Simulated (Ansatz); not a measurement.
# From r2SCAN to G0W0: LaInO3 (Pnma), part 2 of 3

How far does one-shot GW move the r2SCAN gap of LaInO3 (Pnma)?

Ansatz 0.2.0; r2SCAN, then G0W0 on it, plane waves, PAW. Known limits of the many-body steps: finite bands, screening cutoff and k mesh; no spin-orbit coupling in G0W0; d shells not analysed; screening cutoff under 40 eV in some runs.

So far. Step 2 (The r2SCAN band structure): Over mesh and path the gap is 3.556 eV, direct, at k = Γ.

## (3) One-shot GW

G0W0 replaces the xc potential by a self-energy built once from the orbitals of the start. Levels are corrected in the window of bands that the input names, at points of the mesh.

This step: G0W0 on r2SCAN, plane waves, PAW.

Input file input.yaml:

```yaml
crystal:
  lattice:
    - [5.9404, 0.0, 0.0]
    - [0.0, 8.2158, 0.0]
    - [0.0, 0.0, 5.7229]
  atoms:
    - { symbol: La, position: [0.9463878551, 0.25, 0.0153056088] }
    - { symbol: La, position: [0.5536121449, 0.75, 0.5153056088] }
    - { symbol: La, position: [0.4463878551, 0.25, 0.4846943912] }
    - { symbol: La, position: [0.0536121449, 0.75, 0.9846943912] }
    - { symbol: In, position: [0.0, 0.0, 0.5] }
    - { symbol: In, position: [0.5, 0.0, 0.0] }
    - { symbol: In, position: [0.5, 0.5, 0.0] }
    - { symbol: In, position: [0.0, 0.5, 0.5] }
    - { symbol: O, position: [0.044381747, 0.25, 0.6126999622] }
    - { symbol: O, position: [0.455618253, 0.75, 0.1126999622] }
    - { symbol: O, position: [0.544381747, 0.25, 0.8873000378] }
    - { symbol: O, position: [0.955618253, 0.75, 0.3873000378] }
    - { symbol: O, position: [0.1980525852, 0.0593550044, 0.195575952] }
    - { symbol: O, position: [0.3019474148, 0.9406449956, 0.695575952] }
    - { symbol: O, position: [0.6980525852, 0.4406449956, 0.304424048] }
    - { symbol: O, position: [0.8019474148, 0.5593550044, 0.804424048] }
    - { symbol: O, position: [0.8019474148, 0.9406449956, 0.804424048] }
    - { symbol: O, position: [0.6980525852, 0.0593550044, 0.304424048] }
    - { symbol: O, position: [0.3019474148, 0.5593550044, 0.695575952] }
    - { symbol: O, position: [0.1980525852, 0.4406449956, 0.195575952] }
kpoints:
  mp_grid: { grid: [2, 2, 2] }
hamiltonian:
  xc: r2scan
scf:
  occupations: { method: fixed }
gw:
  n_empty_bands: 940
  ecut_chi: 130.0
  qp_bands: [v4, c4]
  qp_kpoints: band_edges
  screening: { model: contour_deformation }
```

Launch:

```sh
$ ansatz run input.yaml --threads 8 --pin off --max-ram 55296MiB --backend cuda --events-out ev --progress --plain --runs-dir out --devices 1 --max-vram 24GiB
```

Numbers of over 12 decimals in the logs are rounded to 6 here.

What it wrote:

```text
GPUs: using 1 of 1 available (devices: 1).
[...]
GPU FFT provider: cuFFT
GPU libraries: cuBLAS 13.8.2, cuFFT 12.4.0, cuSOLVER 12.3.4
Crystal: 20 atoms, lattice volume = 279.307 Å³
Basis set: ecut = 500 eV, 7101 PW (Γ), exchange–correlation on 180×240×180 points (64 copies of the dense FFT grid, shifted against one another)
Bands: 104, of which v1, the nominal top of the filled ones, is band 84 counted from 1 (83 counted from 0)
Symmetry: 8 space group operations
[...]
k-points: 8
[...]
GPU buffer pool allocated for 121500 grid points (all kernels)
[...]
SCF iter   1: F=—  HF=-54353.308298 eV  |F-HF|=—  |Δ(HF+E_count)|=         —  Δρ=1.29e-2  dr2=5.35e-1  dr2_τ=7.56e-1  ethr=1.77e-3  ⟨swp⟩=4.8  Hψ=2949  notcnv=0  defer=127
[...]
SCF iter   8: F=-54353.699034 eV  HF=-54353.699034 eV  |F-HF|=1.40e-8  |Δ(HF+E_count)|=   1.07e-7  Δρ=4.01e-6  dr2=4.40e-8  dr2_τ=1.31e-9  ethr=5.95e-11  ⟨swp⟩=11.0  Hψ=3922  notcnv=0
SCF 1 converged in 8 iterations: F = -54353.699034 eV  dr2 = 4.40e-8
[...]
NSCF: frozen V_eff on 8 k-points
the band table was solved once the SCF had ended and its energy, with any forces and stress, was formed, with the checks that follow a solve (3322 applications of the Hamiltonian). They found nothing against the state; the energy, forces and stress were not computed again (output.eigenvalues in the input reference)
[...]
G₀W₀ screening: q 1/8
[... further progress lines ...]
SCF converged after 8 iterations
Free energy (F): -54353.699034 eV
[...]
Internal energy: -54353.699034 eV  (E = F + TS)
E sigma→0 (E₀):  -54353.699034 eV
Fermi energy:    9.790933 eV
[...]
--- Band table (eV; the first three rows and the last of 8) ---
  k-point 0: bands = [... 80 lower, 9.3845, 9.4967, 9.6456, 9.7909, 13.3452, 15.1298, 15.1823, 15.2363, ... 16 higher]
  k-point 1: bands = [... 80 lower, 9.3878, 9.3878, 9.4567, 9.4567, 14.8950, 14.8950, 15.1966, 15.1966, ... 16 higher]
  k-point 2: bands = [... 80 lower, 9.3953, 9.3953, 9.7064, 9.7064, 14.2441, 14.2441, 15.2003, 15.2003, ... 16 higher]
  k-point 7: bands = [... 80 lower, 9.5253, 9.5253, 9.5253, 9.5253, 15.2342, 15.2342, 15.2342, 15.2342, ... 16 higher]
--- G₀W₀: contour deformation, 6 samples at zero and on the imaginary axis and 1 off it, 8 q-points, 940 empty bands' worth ---
  eigenvalues of the whole cell's RPA ε∞ on this k-mesh (on a slab, of 1 + 4πα/V) = 4.1203, 4.2348, 4.3416; static W/v taken at q = 0 is 0.235061
  gw.qp_kpoints: band_edges: 8 of 8 stored k-points solved, in 1 pass; an edge of the gap read off the rows below is read off those points alone
  `?` marks the rows in doubt; gw_qp.tsv's column doubts and the gw_qp event give each row's grounds
    ik  band        ε_KS         Σx   Σc(E_QP)       V_xc       Z   E_QP_lin       E_QP  E_QP is
     0    81      9.3845   -25.6926     4.4402   -20.9313  0.7610     9.0622     9.0635  root
     0    82      9.4967   -26.9610     3.9392   -22.6618  0.7746     9.1353     9.1367  root
     0    83      9.6456   -27.2515     3.9973   -22.8996  0.7735     9.2896     9.2910  root
     0    84      9.7909   -27.4927     4.0294   -23.1412  0.7728     9.4677     9.4688  root
     0    85     13.3452   -12.5156    -3.5745   -16.7414  0.8245    13.9991    13.9966  root
     0    86     15.1298   -16.6832    -7.5704   -27.2768  0.7660    18.3774    18.1530  root ?
     0    87     15.1823   -18.8595    -8.8326   -31.2309  0.7517    19.1546    18.7210  root ?
     0    88     15.2363   -18.7040    -8.6163   -30.7772  0.7537    19.0819    18.6931  root ?
     1    81      9.3878   -25.7647     4.4412   -20.9682  0.7624     9.0309     9.0325  root
     1    82      9.3878   -25.7647     4.4412   -20.9682  0.7624     9.0309     9.0325  root
     1    83      9.4567   -26.2490     4.3026   -21.5895  0.7665     9.0983     9.0998  root
     1    84      9.4567   -26.2490     4.3026   -21.5895  0.7665     9.0983     9.0998  root
     1    85     14.8950   -14.1274    -5.4498   -21.4003  0.7994    16.7616    16.7181  root
     1    86     14.8950   -14.1274    -5.4498   -21.4003  0.7994    16.7616    16.7181  root
     1    87     15.1966   -18.6395    -8.6778   -30.7935  0.7527    19.0764    18.6728  root ?
     1    88     15.1966   -18.6395    -8.6778   -30.7935  0.7527    19.0764    18.6728  root ?
     2    81      9.3953   -26.1304     4.4024   -21.3779  0.7638     9.0437     9.0452  root
     2    82      9.3953   -26.1304     4.4024   -21.3779  0.7638     9.0437     9.0452  root
     2    83      9.7064   -27.3509     4.0090   -23.0002  0.7732     9.3635     9.3647  root
     2    84      9.7064   -27.3509     4.0090   -23.0002  0.7732     9.3635     9.3647  root
     2    85     14.2441   -12.5926    -4.0203   -17.4712  0.8199    15.1079    15.1024  root
     2    86     14.2441   -12.5926    -4.0203   -17.4712  0.8199    15.1079    15.1024  root
     2    87     15.2003   -18.7679    -8.6893   -30.9427  0.7524    19.0941    18.6859  root ?
     2    88     15.2003   -18.7679    -8.6893   -30.9427  0.7524    19.0941    18.6859  root ?
     3    81      9.3773   -26.1298     4.3234   -21.4632  0.7641     9.0327     9.0342  root
     3    82      9.3773   -26.1298     4.3234   -21.4632  0.7641     9.0327     9.0342  root
     3    83      9.5907   -26.3759     4.3087   -21.7219  0.7673     9.2441     9.2455  root
     3    84      9.5907   -26.3759     4.3087   -21.7219  0.7673     9.2441     9.2455  root
     3    85     15.1125   -15.5266    -6.6512   -24.7111  0.7818    17.7668    17.6457  root ?
     3    86     15.1125   -15.5266    -6.6512   -24.7111  0.7818    17.7668    17.6457  root ?
     3    87     15.1894   -16.9402    -7.7201   -27.7353  0.7656    18.5016    18.2645  root ?
     3    88     15.1894   -16.9402    -7.7201   -27.7353  0.7656    18.5016    18.2645  root ?
     4    81      9.4046   -25.8531     4.4361   -21.0385  0.7631     9.0243     9.0261  root
     4    82      9.4046   -25.8531     4.4361   -21.0385  0.7631     9.0243     9.0261  root
     4    83      9.5253   -26.5818     4.2684   -21.9788  0.7668     9.1895     9.1908  root
     4    84      9.5253   -26.5818     4.2684   -21.9788  0.7668     9.1895     9.1908  root
     4    85     14.8489   -13.9117    -5.3188   -20.9952  0.8014    16.6527    16.6136  root
     4    86     14.8489   -13.9117    -5.3188   -20.9952  0.8014    16.6527    16.6136  root
     4    87     15.1747   -18.0210    -8.3196   -29.6879  0.7569    18.8559    18.5221  root ?
     4    88     15.1747   -18.0210    -8.3196   -29.6879  0.7569    18.8559    18.5221  root ?
     5    81      9.6386   -26.2548     4.3478   -21.5504  0.7655     9.2805     9.2820  root
     5    82      9.6386   -26.2548     4.3478   -21.5504  0.7655     9.2805     9.2820  root
     5    83      9.6778   -27.3312     3.9906   -23.0218  0.7734     9.3580     9.3590  root
     5    84      9.6778   -27.3312     3.9906   -23.0218  0.7734     9.3580     9.3590  root
     5    85     15.2419   -18.8276    -8.7108   -31.0284  0.7527    19.1406    18.7318  root ?
     5    86     15.2419   -18.8276    -8.7108   -31.0284  0.7527    19.1406    18.7318  root ?
     5    87     15.2512   -19.2954    -8.8914   -31.7703  0.7484    19.2622    18.8347  root ?
     5    88     15.2512   -19.2954    -8.8914   -31.7703  0.7484    19.2622    18.8347  root ?
     6    81      9.3825   -25.9006     4.3583   -21.1795  0.7642     9.0182     9.0198  root
     6    82      9.3825   -25.9006     4.3583   -21.1795  0.7642     9.0182     9.0198  root
     6    83      9.3825   -25.9006     4.3583   -21.1795  0.7642     9.0182     9.0198  root
     6    84      9.3825   -25.9006     4.3583   -21.1795  0.7642     9.0182     9.0198  root
     6    85     15.1424   -16.0675    -6.9424   -25.7122  0.7756    17.9959    17.8448  root ?
     6    86     15.1424   -16.0675    -6.9424   -25.7122  0.7756    17.9959    17.8448  root ?
     6    87     15.1424   -16.0675    -6.9424   -25.7122  0.7756    17.9959    17.8448  root ?
     6    88     15.1424   -16.0675    -6.9424   -25.7122  0.7756    17.9959    17.8448  root ?
     7    81      9.5253   -26.4278     4.2896   -21.7868  0.7664     9.1725     9.1740  root
     7    82      9.5253   -26.4278     4.2896   -21.7868  0.7664     9.1725     9.1740  root
     7    83      9.5253   -26.4278     4.2896   -21.7868  0.7664     9.1725     9.1740  root
     7    84      9.5253   -26.4278     4.2896   -21.7868  0.7664     9.1725     9.1740  root
     7    85     15.2342   -18.9714    -8.8072   -31.2932  0.7509    19.1792    18.7487  root ?
     7    86     15.2342   -18.9714    -8.8072   -31.2932  0.7509    19.1792    18.7487  root ?
     7    87     15.2342   -18.9714    -8.8072   -31.2932  0.7509    19.1792    18.7487  root ?
     7    88     15.2342   -18.9714    -8.8072   -31.2932  0.7509    19.1792    18.7487  root ?
```

The job ended after 17 s (1 × NVIDIA H100 80GB HBM3 with 8 threads of AMD EPYC 7R13 (Zen 3), shared host; peak memory 4.5 GiB).

Numbers from this step:

```yaml
bands_summed: 1024
rpa_eps_infinity_on_this_mesh_eigenvalues: 4.120, 4.235, 4.342
plane_waves_in_the_screening_matrix: 951
q_points_in_the_mesh: 8
g0w0_gap_over_the_corrected_points: 4.528 eV
k_of_the_valence_top: 0, 0, 0
k_of_the_conduction_bottom: 0, 0, 0
starting_gap_on_the_mesh: 3.554 eV
z_at_the_valence_top: 0.7728
z_at_the_conduction_bottom: 0.8245
least_direct_g0w0_gap_over_the_corrected_points: 4.528 eV
```

Over all 8 irreducible mesh points the G0W0 gap is 4.528 eV, direct, at k = Γ. The r2SCAN gap of this run on the mesh is 3.554 eV. The two states that bound the G0W0 gap lie that far apart at the start, so the correction of the gap is 4.528 − 3.554 = +0.974 eV. The start of this run differs from the step before in mesh (4×4×4 and 2×2×2). The program marks 25 of the 64 corrected levels as in doubt (energies apart, Σc rises), neither edge state among them.

Labels follow the order of the start: v1 is the top filled band, c1 the lowest empty one; levels that stay degenerate share a row, the window can cut a multiplet, doubted levels are not marked in this list, bands outside the window were not corrected, and the list may be a part of the corrected levels. The levels before and after the correction (eV, zero at the valence-band top of each column):

|  | conduction bottom | valence top |
| --- | --- | --- |
| Kohn-Sham | 3.55 | 0.00 |
| G0W0 | 4.53 | 0.00 |

|  | level | occupation | energy (eV) |
| --- | --- | --- | --- |
| Kohn-Sham | Γ v4 | 2 | -0.406 |
| Kohn-Sham | Γ v3 | 2 | -0.294 |
| Kohn-Sham | Γ v2 | 2 | -0.145 |
| Kohn-Sham | Γ v1 | 2 | 0.000 |
| Kohn-Sham | Γ c1 | 0 | 3.554 |
| Kohn-Sham | Γ c2 | 0 | 5.339 |
| Kohn-Sham | Γ c3 | 0 | 5.391 |
| Kohn-Sham | Γ c4 | 0 | 5.445 |
| G0W0 | Γ v4 | 2 | -0.405 |
| G0W0 | Γ v3 | 2 | -0.332 |
| G0W0 | Γ v2 | 2 | -0.178 |
| G0W0 | Γ v1 | 2 | 0.000 |
| G0W0 | Γ c1 | 0 | 4.528 |
| G0W0 | Γ c2 | 0 | 8.684 |
| G0W0 | Γ c3 | 0 | 9.252 |
| G0W0 | Γ c4 | 0 | 9.224 |

The parts of the quasiparticle energy for the two states that bound the G0W0 gap, in eV on the run's own scale (QP = start + Σx + Σc − Vxc, with Σc at the quasiparticle energy):

| edge | k | band | start | Σx | Σc | Vxc | Z | QP |
| --- | --- | --- | --- | --- | --- | --- | --- | --- |
| valence top | Γ | 84 | 9.791 | −27.493 | 4.029 | −23.141 | 0.773 | 9.469 |
| conduction bottom | Γ | 85 | 13.345 | −12.516 | −3.575 | −16.741 | 0.825 | 13.997 |

[end of part 2 of 3]

[Paths, hosts, dates, memory and timing lines, banners, echoed tables and standing remarks are left out of the program output.]

[Logs are printed without paths, hosts, clocks, repeated set-up lines and the standing remarks that a program may print on its own settings, such as how far it seeks lower states.]

[Runs of the session that timed out or met a known fault of the program may be left out.]

[Cells called generated may have been cut or substituted from an entry of the Crystallography Open Database or the Materials Project.]

[Hosts, paths, dates, database ids (printed as entryN), source tags and the programs' standing remarks are cut or masked in the printed files.]

[Where an RPA ε∞ is given, it is that of the G0W0 mesh and is not shown converged in it. Names of k-points follow the symmetry that the program found, which can be lower than the space group named. Band edges on a path are those of the sampled points; other points can move an edge, and change direct to indirect where valleys lie close.]

[Hybrid gaps are those of their k-mesh and are not shown converged in it.]
